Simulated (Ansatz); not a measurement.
# Ca3TlP: relaxing a made-up structure

This structure for Ca3TlP is made up. Its elements were placed in a known structure type with a cell scaled to their sizes. What cell does the guess relax to, and how far off was it?

Program: Ansatz 0.2.0. Level of theory: DFT, r2SCAN, plane-wave PAW, default files, scalar-relativistic, no spin, cell and ions relaxed at zero pressure, in the first sound run; inputs show where later runs differ. Results are calculated unless marked as measured.

### 1. Starting point

The structure is cubic, space group Pm-3m (No. 221). The conventional cell has a = 5.072 Å, b = 5.072 Å, c = 5.072 Å, α = 90.00°, β = 90.00°, γ = 90.00°. Nearest to Tl lie 12 Ca at 3.59 Å. Nearest to Ca lie 2 P at 2.54 Å and 4 Tl at 3.59 Å and 8 Ca at 3.59 Å. Nearest to P lie 6 Ca at 2.54 Å. Farther neighbours are not listed.

### 2. Relaxation of the guess

The guessed cell has no reason to be at equilibrium. It is relaxed with the atoms, within the space group of the guess.

input.yaml

```yaml
crystal:
  lattice:
    - [5.072, 0.0, 0.0]
    - [0.0, 5.072, 0.0]
    - [0.0, 0.0, 5.072]
  atoms:
    - { symbol: Tl, position: [0.0, 0.0, 0.0] }
    - { symbol: Ca, position: [0.0, 0.5, 0.5] }
    - { symbol: Ca, position: [0.5, 0.0, 0.5] }
    - { symbol: Ca, position: [0.5, 0.5, 0.0] }
    - { symbol: P, position: [0.5, 0.5, 0.5] }
kpoints:
  mp_grid: { grid: [5, 5, 5] }
scf:
  occupations: { method: fermi_dirac, width: 0.05 }
hamiltonian:
  xc: r2scan
  pseudopotentials: { kind: paw }
relax:
  f_tol: 0.015
  max_steps: 70
  cell: {}
output:
  forces: true
  stress: true
```

On the command line:

```console
$ ansatz run input.yaml --threads 4 --pin off --max-ram 8192MiB --backend cpu --events-out ev --progress --plain --runs-dir out
```

Numbers of over 12 decimals in the logs are rounded to 6 here.

What it wrote:

```text
Engine: ansatz 0.2.0, aarch64-unknown-linux-gnu
Pseudopotentials: kind: paw
Pseudopotential: Tl, paw, valence charge 13, recommended cutoff 500 eV (meta_gga), Tl.paw.azcp
Pseudopotential: Ca, paw, valence charge 10, recommended cutoff 500 eV (meta_gga), Ca.paw.azcp
Pseudopotential: P, paw, valence charge 5, recommended cutoff 500 eV (meta_gga), P.paw.azcp
Functional definition: r2SCAN
  parameter k0 = 0.174
  parameter k1 = 0.065
  parameter a1 = 4.9479
  exchange = r2scan_x(k0 = k0, k1 = k1, a1 = a1)
  correlation = r2scan_c
Crystal: 5 atoms, lattice volume = 130.478 Å³
Basis set: ecut = 500 eV, 3287 PW (Γ), exchange–correlation on 160×160×160 points (64 copies of the dense FFT grid, shifted against one another)
Bands: 29, of which v1, the nominal top of the filled ones, is band 24 counted from 1 (23 counted from 0)
Symmetry: 48 space group operations
Space group: Pm-3m (ITA 221), of the structure as read, at distance tolerance 5.1e-5 Å
k-points: 10 of 125
Non-local potential: Tl, projectors of the file, l = 0: 2, l = 1: 2, l = 2: 2, l = 3: 1
Non-local potential: Ca, projectors of the file, l = 0: 3, l = 1: 2, l = 2: 2
Non-local potential: P, projectors of the file, l = 0: 2, l = 1: 2, l = 2: 2
PAW form: soft (Blöchl's): semilocal exchange-correlation on the pseudo side does not see the compensation charge
PAW frozen core: Tl, regenerated for the run's functional (the file was generated under x = pbe(κ = 0.804, μ = 0.219515), c = pbe(β = 0.066725))
PAW frozen core: Ca, regenerated for the run's functional (the file was generated under x = pbe(κ = 0.804, μ = 0.219515), c = pbe(β = 0.066725))
PAW frozen core: P, regenerated for the run's functional (the file was generated under x = pbe(κ = 0.804, μ = 0.219515), c = pbe(β = 0.066725))
PAW one-centre angular grid: Tl, 590 points (default); XC on 160 Gauss nodes
PAW one-centre angular grid: Ca, 302 points (default); XC on 160 Gauss nodes
PAW one-centre angular grid: P, 302 points (default); XC on 160 Gauss nodes
Initial density: superposition of atomic densities (neutral atoms: chi_scale 0, normalization atom), corrected by the library's trained network
Initial wavefunctions: pseudopotential atomic-orbital guess
Functional: x = r2scan, c = r2scan; τ floored in thin density (d = 2e-4 eV/Å³)
SCF iter   1: F=—  HF=-17685.246015 eV  |F-HF|=—  |Δ(HF+E_count)|=         —  Δρ=7.29e-3  dr2=1.21e-1  dr2_τ=4.63e-2  ethr=1.77e-3  ⟨swp⟩=10.0  Hψ=1524  notcnv=0
preconditioner: auto → Kerker (q_TF=auto, 2.309 Å⁻¹)  [metal: Δε(μ)=0.057 eV  Ē_g=9.269 eV  σ=0.050 eV  W_gap=0.27  n_scr=26 (ndim 8)  ℏωp=15.9 eV  f_vac=0.000  D(μ)=6.07/eV (n_scr^D=56)]
SCF iter   2: F=—  HF=-17685.434059 eV  |F-HF|=—  |Δ(HF+E_count)|=   1.88e-1  Δρ=4.01e-3  dr2=4.86e-2  dr2_τ=8.40e-4  ethr=2.53e-4  ⟨swp⟩=3.6  Hψ=675  notcnv=0
SCF iter   3: F=—  HF=-17685.425124 eV  |F-HF|=—  |Δ(HF+E_count)|=   8.93e-3  Δρ=1.17e-3  dr2=7.26e-3  dr2_τ=2.27e-4  ethr=1.01e-4  ⟨swp⟩=3.5  Hψ=552  notcnv=0
SCF iter   4: F=—  HF=-17685.423706 eV  |F-HF|=—  |Δ(HF+E_count)|=   1.42e-3  Δρ=3.72e-4  dr2=6.55e-4  dr2_τ=1.57e-5  ethr=1.51e-5  ⟨swp⟩=2.0  Hψ=353  notcnv=0
SCF iter   5: F=—  HF=-17685.423560 eV  |F-HF|=—  |Δ(HF+E_count)|=   1.46e-4  Δρ=1.06e-4  dr2=3.47e-5  dr2_τ=1.21e-6  ethr=1.36e-6  ⟨swp⟩=2.3  Hψ=357  notcnv=0
SCF iter   6: F=—  HF=-17685.423553 eV  |F-HF|=—  |Δ(HF+E_count)|=   6.95e-6  Δρ=3.79e-5  dr2=3.54e-6  dr2_τ=7.65e-8  ethr=7.23e-8  ⟨swp⟩=2.1  Hψ=372  notcnv=0
SCF iter   7: F=—  HF=-17685.423554 eV  |F-HF|=—  |Δ(HF+E_count)|=   4.08e-7  Δρ=9.35e-6  dr2=1.54e-7  dr2_τ=1.53e-8  ethr=7.37e-9  ⟨swp⟩=3.0  Hψ=545  notcnv=0
SCF iter   8: F=-17685.423554 eV  HF=-17685.423554 eV  |F-HF|=1.35e-8  |Δ(HF+E_count)|=   1.13e-7  Δρ=3.34e-6  dr2=1.77e-8  dr2_τ=6.28e-10  ethr=2.08e-10  ⟨swp⟩=5.0  Hψ=926  notcnv=0
SCF 1 converged in 8 iterations: F = -17685.423554 eV  dr2 = 1.77e-8
  greatest PAW one-centre occupation: 0.995 electrons in one spin orbital (limit 2), on the Ca atom at site 3 (counted from 0), in its partial waves of l = 0
relax step   1: F+E_penalty+E_count = -17685.42355397 eV  Δ(F+E_penalty+E_count) = +0.000e0 eV  max|allowed force component| = 3.460e-29 eV/Å  Δτ_max = 0.0000 Å  P = +12.293 GPa  Ω = 130.478 Å³  (8 SCF iters, dr2 threshold 1.00e-7 eV, accepted)
Crystal: 5 atoms, lattice volume = 150.506 Å³
Basis set: ecut = 500 eV, 3887 PW (Γ), exchange–correlation on 160×160×160 points (64 copies of the dense FFT grid, shifted against one another)
Initial density: handed on by an earlier stage of this run
Initial wavefunctions: those handed on with the density
iter 1 solved again at ethr=5.29e-4 eV; its pass at ethr=3.10e-3 eV (dr2=2.54e-1 eV) is discarded
SCF iter   1: F=—  HF=-17685.223204 eV  |F-HF|=—  |Δ(HF+E_count)|=         —  Δρ=7.06e-3  dr2=2.56e-1  dr2_τ=6.42e-1  ethr=5.29e-4  ⟨swp⟩=1.6  Hψ=1869  notcnv=0
preconditioner: auto → Kerker (q_TF=auto, 2.255 Å⁻¹)  [metal: Δε(μ)=0.063 eV  Ē_g=9.003 eV  σ=0.050 eV  W_gap=0.30  n_scr=26 (ndim 8)  ℏωp=14.8 eV  f_vac=0.000  D(μ)=5.90/eV (n_scr^D=56)]
SCF iter   2: F=—  HF=-17686.401293 eV  |F-HF|=—  |Δ(HF+E_count)|=    1.18e0  Δρ=4.91e-3  dr2=1.75e-1  dr2_τ=1.15e-3  ethr=5.29e-4  ⟨swp⟩=2.6  Hψ=593  notcnv=0
SCF iter   3: F=—  HF=-17686.350872 eV  |F-HF|=—  |Δ(HF+E_count)|=   5.04e-2  Δρ=2.09e-3  dr2=2.10e-2  dr2_τ=1.78e-3  ethr=3.64e-4  ⟨swp⟩=2.9  Hψ=486  notcnv=0
SCF iter   4: F=—  HF=-17686.347379 eV  |F-HF|=—  |Δ(HF+E_count)|=   3.49e-3  Δρ=1.06e-3  dr2=2.59e-3  dr2_τ=1.09e-4  ethr=4.37e-5  ⟨swp⟩=2.0  Hψ=398  notcnv=0
SCF iter   5: F=—  HF=-17686.347699 eV  |F-HF|=—  |Δ(HF+E_count)|=   3.20e-4  Δρ=3.27e-4  dr2=2.64e-4  dr2_τ=3.89e-6  ethr=5.40e-6  ⟨swp⟩=2.0  Hψ=351  notcnv=0
SCF iter   6: F=—  HF=-17686.347778 eV  |F-HF|=—  |Δ(HF+E_count)|=   7.89e-5  Δρ=8.82e-5  dr2=1.57e-5  dr2_τ=1.38e-6  ethr=5.50e-7  ⟨swp⟩=2.7  Hψ=501  notcnv=0
SCF iter   7: F=—  HF=-17686.347780 eV  |F-HF|=—  |Δ(HF+E_count)|=   1.80e-6  Δρ=2.57e-5  dr2=1.32e-6  dr2_τ=1.35e-7  ethr=3.28e-8  ⟨swp⟩=2.0  Hψ=409  notcnv=0
SCF iter   8: F=-17686.347781 eV  HF=-17686.347781 eV  |F-HF|=8.90e-8  |Δ(HF+E_count)|=   1.19e-6  Δρ=1.27e-5  dr2=3.82e-7  dr2_τ=1.61e-8  ethr=1.04e-9  ⟨swp⟩=5.0  Hψ=1061  notcnv=0
SCF 2 converged in 8 iterations: F = -17686.347781 eV  dr2 = 3.82e-7
  greatest PAW one-centre occupation: 0.995 electrons in one spin orbital (limit 2), on the Ca atom at site 1 (counted from 0), in its partial waves of l = 0
relax step   2: F+E_penalty+E_count = -17686.34778080 eV  Δ(F+E_penalty+E_count) = -9.242e-1 eV  max|allowed force component| = 2.590e-30 eV/Å  Δτ_max = 0.0000 Å  P = +3.463 GPa  Ω = 150.506 Å³  energy of the carried Pulay correction = -2.383e-3 eV  (8 SCF iters, dr2 threshold 5.00e-7 eV, accepted)
Crystal: 5 atoms, lattice volume = 160.128 Å³
Basis set: ecut = 500 eV, 4067 PW (Γ), exchange–correlation on 160×160×160 points (64 copies of the dense FFT grid, shifted against one another)
iter 1 solved again at ethr=7.74e-5 eV; its pass at ethr=3.10e-3 eV (dr2=3.71e-2 eV) is discarded
SCF iter   1: F=—  HF=-17686.239601 eV  |F-HF|=—  |Δ(HF+E_count)|=         —  Δρ=2.53e-3  dr2=3.68e-2  dr2_τ=1.14e-1  ethr=7.74e-5  ⟨swp⟩=1.9  Hψ=1691  notcnv=0
preconditioner: auto → Kerker (q_TF=auto, 2.232 Å⁻¹)  [metal: Δε(μ)=0.062 eV  Ē_g=8.810 eV  σ=0.050 eV  W_gap=0.30  n_scr=26 (ndim 8)  ℏωp=14.4 eV  f_vac=0.000  D(μ)=6.27/eV (n_scr^D=56)]
SCF iter   2: F=—  HF=-17686.479341 eV  |F-HF|=—  |Δ(HF+E_count)|=   2.40e-1  Δρ=1.80e-3  dr2=2.50e-2  dr2_τ=1.42e-4  ethr=7.66e-5  ⟨swp⟩=2.0  Hψ=580  notcnv=0
SCF iter   3: F=—  HF=-17686.471941 eV  |F-HF|=—  |Δ(HF+E_count)|=   7.40e-3  Δρ=8.31e-4  dr2=2.30e-3  dr2_τ=3.55e-4  ethr=5.22e-5  ⟨swp⟩=2.2  Hψ=399  notcnv=0
SCF iter   4: F=—  HF=-17686.471884 eV  |F-HF|=—  |Δ(HF+E_count)|=   5.67e-5  Δρ=4.77e-4  dr2=4.39e-4  dr2_τ=2.57e-5  ethr=4.80e-6  ⟨swp⟩=2.2  Hψ=424  notcnv=0
SCF iter   5: F=—  HF=-17686.471964 eV  |F-HF|=—  |Δ(HF+E_count)|=   7.94e-5  Δρ=1.31e-4  dr2=5.13e-5  dr2_τ=8.52e-7  ethr=9.15e-7  ⟨swp⟩=2.0  Hψ=355  notcnv=0
SCF iter   6: F=—  HF=-17686.471978 eV  |F-HF|=—  |Δ(HF+E_count)|=   1.42e-5  Δρ=3.19e-5  dr2=2.22e-6  dr2_τ=2.35e-7  ethr=1.07e-7  ⟨swp⟩=3.0  Hψ=515  notcnv=0
SCF iter   7: F=-17686.471979 eV  HF=-17686.471979 eV  |F-HF|=1.23e-7  |Δ(HF+E_count)|=   6.70e-7  Δρ=1.05e-5  dr2=2.18e-7  dr2_τ=2.47e-8  ethr=1.04e-9  ⟨swp⟩=5.2  Hψ=1081  notcnv=0
SCF 3 converged in 7 iterations: F = -17686.471979 eV  dr2 = 2.18e-7
relax step   3: F+E_penalty+E_count = -17686.47197868 eV  Δ(F+E_penalty+E_count) = -1.242e-1 eV  max|allowed force component| = 1.956e-29 eV/Å  Δτ_max = 0.0000 Å  P = +0.837 GPa  Ω = 160.128 Å³  energy of the carried Pulay correction = -3.412e-3 eV  (7 SCF iters, dr2 threshold 5.00e-7 eV, accepted)
Crystal: 5 atoms, lattice volume = 163.459 Å³
Basis set: ecut = 500 eV, 4139 PW (Γ), exchange–correlation on 160×160×160 points (64 copies of the dense FFT grid, shifted against one another)
iter 1 solved again at ethr=7.57e-6 eV; its pass at ethr=3.10e-3 eV (dr2=3.63e-3 eV) is discarded
SCF iter   1: F=—  HF=-17686.455222 eV  |F-HF|=—  |Δ(HF+E_count)|=         —  Δρ=7.76e-4  dr2=3.70e-3  dr2_τ=1.23e-2  ethr=7.57e-6  ⟨swp⟩=2.0  Hψ=1652  notcnv=0
preconditioner: auto → Kerker (q_TF=auto, 2.224 Å⁻¹)  [metal: Δε(μ)=0.060 eV  Ē_g=8.737 eV  σ=0.050 eV  W_gap=0.29  n_scr=26 (ndim 8)  ℏωp=14.2 eV  f_vac=0.000  D(μ)=6.41/eV (n_scr^D=56)]
SCF iter   2: F=—  HF=-17686.481899 eV  |F-HF|=—  |Δ(HF+E_count)|=   2.67e-2  Δρ=5.56e-4  dr2=2.43e-3  dr2_τ=1.32e-5  ethr=7.57e-6  ⟨swp⟩=2.0  Hψ=580  notcnv=0
SCF iter   3: F=—  HF=-17686.481184 eV  |F-HF|=—  |Δ(HF+E_count)|=   7.15e-4  Δρ=2.53e-4  dr2=1.94e-4  dr2_τ=3.38e-5  ethr=5.06e-6  ⟨swp⟩=2.0  Hψ=351  notcnv=0
SCF iter   4: F=—  HF=-17686.481196 eV  |F-HF|=—  |Δ(HF+E_count)|=   1.15e-5  Δρ=1.49e-4  dr2=4.43e-5  dr2_τ=2.79e-6  ethr=4.04e-7  ⟨swp⟩=2.3  Hψ=347  notcnv=0
SCF iter   5: F=—  HF=-17686.481205 eV  |F-HF|=—  |Δ(HF+E_count)|=   9.22e-6  Δρ=4.28e-5  dr2=5.81e-6  dr2_τ=1.51e-7  ethr=9.22e-8  ⟨swp⟩=2.1  Hψ=370  notcnv=0
SCF iter   6: F=-17686.481206 eV  HF=-17686.481206 eV  |F-HF|=1.80e-8  |Δ(HF+E_count)|=   1.40e-6  Δρ=1.14e-5  dr2=3.11e-7  dr2_τ=5.08e-8  ethr=1.04e-9  ⟨swp⟩=4.0  Hψ=1223  notcnv=0
SCF 4 converged in 6 iterations: F = -17686.481206 eV  dr2 = 3.11e-7
relax step   4: F+E_penalty+E_count = -17686.48120620 eV  Δ(F+E_penalty+E_count) = -9.228e-3 eV  max|allowed force component| = 9.111e-30 eV/Å  Δτ_max = 0.0000 Å  P = +0.096 GPa  Ω = 163.459 Å³  energy of the carried Pulay correction = -3.753e-3 eV  (6 SCF iters, dr2 threshold 5.00e-7 eV, accepted)
Crystal: 5 atoms, lattice volume = 163.902 Å³
iter 1 solved again at ethr=1.48e-7 eV; its pass at ethr=3.10e-3 eV (dr2=7.10e-5 eV) is discarded
SCF iter   1: F=—  HF=-17686.480845 eV  |F-HF|=—  |Δ(HF+E_count)|=         —  Δρ=9.91e-5  dr2=6.53e-5  dr2_τ=2.12e-4  ethr=1.48e-7  ⟨swp⟩=2.0  Hψ=1609  notcnv=0
preconditioner: auto → Kerker (q_TF=auto, 2.223 Å⁻¹)  [metal: Δε(μ)=0.060 eV  Ē_g=8.716 eV  σ=0.050 eV  W_gap=0.28  n_scr=26 (ndim 8)  ℏωp=14.2 eV  f_vac=0.000  D(μ)=6.45/eV (n_scr^D=56)]
SCF iter   2: F=—  HF=-17686.481303 eV  |F-HF|=—  |Δ(HF+E_count)|=   4.58e-4  Δρ=7.25e-5  dr2=4.20e-5  dr2_τ=2.24e-7  ethr=1.36e-7  ⟨swp⟩=2.0  Hψ=529  notcnv=0
SCF iter   3: F=—  HF=-17686.481292 eV  |F-HF|=—  |Δ(HF+E_count)|=   1.15e-5  Δρ=3.31e-5  dr2=3.44e-6  dr2_τ=5.54e-7  ethr=8.74e-8  ⟨swp⟩=2.0  Hψ=352  notcnv=0
SCF iter   4: F=—  HF=-17686.481298 eV  |F-HF|=—  |Δ(HF+E_count)|=   6.21e-6  Δρ=2.02e-5  dr2=8.54e-7  dr2_τ=5.26e-8  ethr=7.17e-9  ⟨swp⟩=2.2  Hψ=343  notcnv=0
SCF iter   5: F=—  HF=-17686.481298 eV  |F-HF|=—  |Δ(HF+E_count)|=   1.79e-7  Δρ=6.01e-6  dr2=1.14e-7  dr2_τ=3.36e-9  ethr=1.78e-9  ⟨swp⟩=2.4  Hψ=423  notcnv=0
SCF iter   6: F=-17686.481298 eV  HF=-17686.481298 eV  |F-HF|=1.23e-9  |Δ(HF+E_count)|=   2.68e-8  Δρ=1.56e-6  dr2=5.73e-9  dr2_τ=9.11e-10  ethr=4.83e-11  ⟨swp⟩=3.2  Hψ=1190  notcnv=0
SCF 5 converged in 6 iterations: F = -17686.481298 eV  dr2 = 5.73e-9
  greatest PAW one-centre occupation: 0.995 electrons in one spin orbital (limit 2), on the Ca atom at site 2 (counted from 0), in its partial waves of l = 0
relax step   5: F+E_penalty+E_count = -17686.48129843 eV  Δ(F+E_penalty+E_count) = -9.223e-5 eV  max|allowed force component| = 2.519e-29 eV/Å  Δτ_max = 0.0000 Å  P = +0.003 GPa  Ω = 163.902 Å³  energy of the carried Pulay correction = -3.798e-3 eV  (6 SCF iters, dr2 threshold 2.32e-8 eV, accepted)
Initial wavefunctions: pseudopotential atomic-orbital guess (no wavefunctions were taken with the density)
iter 1 solved again at ethr=1.78e-7 eV; its pass at ethr=3.10e-3 eV (dr2=8.55e-5 eV) is discarded
SCF iter   1: F=—  HF=-17686.485921 eV  |F-HF|=—  |Δ(HF+E_count)|=         —  Δρ=3.43e-4  dr2=1.68e-5  dr2_τ=7.58e-5  ethr=1.78e-7  ⟨swp⟩=5.1  Hψ=2609  notcnv=0
preconditioner: auto → Kerker (q_TF=auto, 2.223 Å⁻¹)  [metal: Δε(μ)=0.060 eV  Ē_g=8.713 eV  σ=0.050 eV  W_gap=0.28  n_scr=26 (ndim 8)  ℏωp=14.2 eV  f_vac=0.000  D(μ)=6.46/eV (n_scr^D=56)]
SCF iter   2: F=—  HF=-17686.485968 eV  |F-HF|=—  |Δ(HF+E_count)|=   4.71e-5  Δρ=1.82e-4  dr2=4.63e-6  dr2_τ=5.27e-6  ethr=3.50e-8  ⟨swp⟩=2.8  Hψ=510  notcnv=0
SCF iter   3: F=—  HF=-17686.485983 eV  |F-HF|=—  |Δ(HF+E_count)|=   1.49e-5  Δρ=4.47e-6  dr2=1.35e-8  dr2_τ=8.32e-9  ethr=9.66e-9  ⟨swp⟩=3.0  Hψ=560  notcnv=0
SCF iter   4: F=—  HF=-17686.485983 eV  |F-HF|=—  |Δ(HF+E_count)|=   3.78e-8  Δρ=6.92e-7  dr2=9.81e-10  dr2_τ=1.62e-10  ethr=2.81e-11  ⟨swp⟩=3.0  Hψ=591  notcnv=0
SCF iter   5: F=—  HF=-17686.485983 eV  |F-HF|=—  |Δ(HF+E_count)|=   1.20e-9  Δρ=2.86e-7  dr2=2.51e-10  dr2_τ=7.32e-12  ethr=2.04e-12  ⟨swp⟩=2.1  Hψ=371  notcnv=0
SCF iter   6: F=-17686.485983 eV  HF=-17686.485983 eV  |F-HF|=3.64e-12  |Δ(HF+E_count)|=  2.15e-10  Δρ=1.01e-7  dr2=3.46e-11  dr2_τ=9.42e-13  ethr=1.00e-12  ⟨swp⟩=3.6  Hψ=1160  notcnv=0
SCF 6 converged in 6 iterations: F = -17686.485983 eV  dr2 = 3.46e-11
relax step   6: F+E_penalty+E_count = -17686.48598307 eV  Δ(F+E_penalty+E_count) = -4.685e-3 eV  max|allowed force component| = 3.965e-29 eV/Å  Δτ_max = 0.0000 Å  P = +0.010 GPa  Ω = 163.902 Å³  stress off target by 1.03e-2 GPa  SCF on the basis re-selected at this cell (its energy is not comparable with the rows above)  (6 SCF iters)
basis re-selected at this cell: Δ(F+E_penalty+E_count) = -4.685e-3 eV, ΔP = +0.007 GPa vs the last step (what re-selecting the basis moved, of the pressure what is left beyond the Pulay correction that the steps carried, after the strain that the cell walked since its last selection, with what the two solves' SCF thresholds leave and, on support functions, any second-order correction that the steps lacked; it is no m [...]
SCF converged after 6 iterations
Free energy (F): -17686.485983 eV
Harris-Foulkes:  -17686.485983 eV  (|F-HF|=3.64e-12)
Internal energy: -17686.437812 eV  (E = F + TS)
E sigma→0 (E₀):  -17686.461898 eV
Entropy (-TS):   -0.048171 eV (-9.634 meV/atom)
Fermi energy:    6.112673 eV
--- Per-component energies (eV) ---
  E_band       = -546.282216
  E_kinetic    = 1237.254053
  E_local      = -3584.672958  (includes V_loc(G=0)·N_el)
  E_nonlocal   = 539.995388
  E_hartree    = 1242.801273
  E_xc         = -684.474354
  E_vxc        = -800.520571  (∫ρ·V_xc dr)
  E_paw        = -13361.026640  (= ΣΔE_a)
  E_vpaw       = -474.364078  (= ΣTr[D̂ρ^β])
  E_aug_tail   = 0.000006  (compensation charges beyond the density's cutoff)
  E_vtau       = 50.423293  (kinetic-family band-sum trace: ∫τ·v_τ [+ j·A + Jᵃ·Aᵃ] dr)
  E_ewald      = -3076.601502
  E_core_change = 0.286923  (= ΣΔE_core)
  E_smearing   = -0.048171  (= −TS)
  E_closure    = 0.000000  (closes the sum)
  Σ components = -17686.485983   (vs F -17686.485983, Δ=0.00e0)
--- Forces (eV/Å), atoms counted from 1 ---
  atom   1  Tl    -0.00000000    -0.00000000    -0.00000000
  atom   2  Ca    -0.00000000     0.00000000     0.00000000
  atom   3  Ca     0.00000000     0.00000000     0.00000000
  atom   4  Ca     0.00000000    -0.00000000    -0.00000000
  atom   5  P      0.00000000    -0.00000000    -0.00000000
  max |Σ_I F_I| component: 6.70e-29 eV/Å
--- Stress (GPa, compression-positive) ---
        0.010281       0.000000       0.000000
        0.000000       0.010281       0.000000
        0.000000       0.000000       0.010281
  P = ⅓ Tr σ = 0.0103 GPa (0.103 kbar)
--- Relaxed structure (5 steps of the walk, 5 accepted, 1 SCFs on fresh bases) ---
  F+E_penalty+E_count = -17686.48598307 eV   max|allowed force component| = 3.965e-29 eV/Å   (the final SCF, on the basis selected at the relaxed cell)
  cell:  # Å, volume = 163.9019 Å³
    - [5.472612, 0, 0]
    - [0, 5.472612, 0.0]
    - [0, 0, 5.472612]
  atoms:
    - { symbol: Tl, position: [0, 0, 0] }
    - { symbol: Ca, position: [0, 0.500000, 0.5] }
    - { symbol: Ca, position: [0.500000, 0, 0.5] }
    - { symbol: Ca, position: [0.500000, 0.500000, 0] }
    - { symbol: P, position: [0.500000, 0.500000, 0.5] }
```

The job ended after 9 s (4 threads of Arm Neoverse V2, shared host; peak memory 0.74 GiB; 33 s of CPU time).

Relaxation path:

| step | energy less that of the first step (eV) | largest force component (eV/Å) | pressure (GPa) | volume (Å³) |
| --- | --- | --- | --- | --- |
| 1 | 0.0000 | 0.0000 | 12.29 | 130.48 |
| 2 | -0.9242 | 0.0000 | 3.46 | 150.51 |
| 3 | -1.0484 | 0.0000 | 0.84 | 160.13 |
| 4 | -1.0577 | 0.0000 | 0.10 | 163.46 |
| 5 | -1.0577 | 0.0000 | 0.00 | 163.90 |
| 6* | -1.0624 | 0.0000 | 0.01 | 163.90 |

Relaxation steps marked * repeat the geometry before them on a plane-wave basis chosen anew for their cell, so energy and pressure can jump there.

Forces are held to the 48 operations that the run works with; a distortion that breaks them can't arise in this run.

| conventional cell, symmetrised | before | after | change |
| --- | --- | --- | --- |
| a (Å) | 5.072 | 5.473 | +7.9 % |
| b (Å) | 5.072 | 5.473 | +7.9 % |
| c (Å) | 5.072 | 5.473 | +7.9 % |
| volume (Å³/atom) | 26.10 | 32.78 | +25.6 % |

The relaxed structure:

```xyz
5
Lattice="5.4726 0.0000 0.0000 0.0000 5.4726 0.0000 0.0000 0.0000 5.4726" Properties=species:S:1:pos:R:3 pbc="T T T"
Tl    0.0000    0.0000    0.0000
Ca    0.0000    2.7363    2.7363
Ca    2.7363    0.0000    2.7363
Ca    2.7363    2.7363    0.0000
P     2.7363    2.7363    2.7363
```

This step gave:

| Item | Value |
| --- | --- |
| free energy | -17686.4860 eV |
| energy at zero smearing | -17686.4619 eV |
| smearing term TS | 0.04817 eV |
| Fermi energy | 6.113 eV |
| electrons | 48 |
| symmetry operations | 48 |
| pressure | 0.01028 GPa |

Shortest distances by pair of elements, guess and relaxed (not always the same contact):

| pair | guess (Å) | relaxed (Å) |
| --- | --- | --- |
| Ca–P | 2.536 | 2.736 |
| Ca–Tl | 3.586 | 3.870 |
| Ca–Ca | 3.586 | 3.870 |
| P–Tl | 4.392 | 4.739 |
| Tl–Tl | 5.072 | 5.473 |

The relaxation ends with a pressure of 0.01 GPa.

(Part 1 of 2 ends here.)

[Logs are printed without paths, hosts, clocks, repeated set-up lines and the standing remarks that a program may print on its own settings, such as how far it seeks lower states.]

[Hosts, paths, dates, database ids (printed as entryN), source tags and the programs' standing remarks are cut or masked in the printed files.]
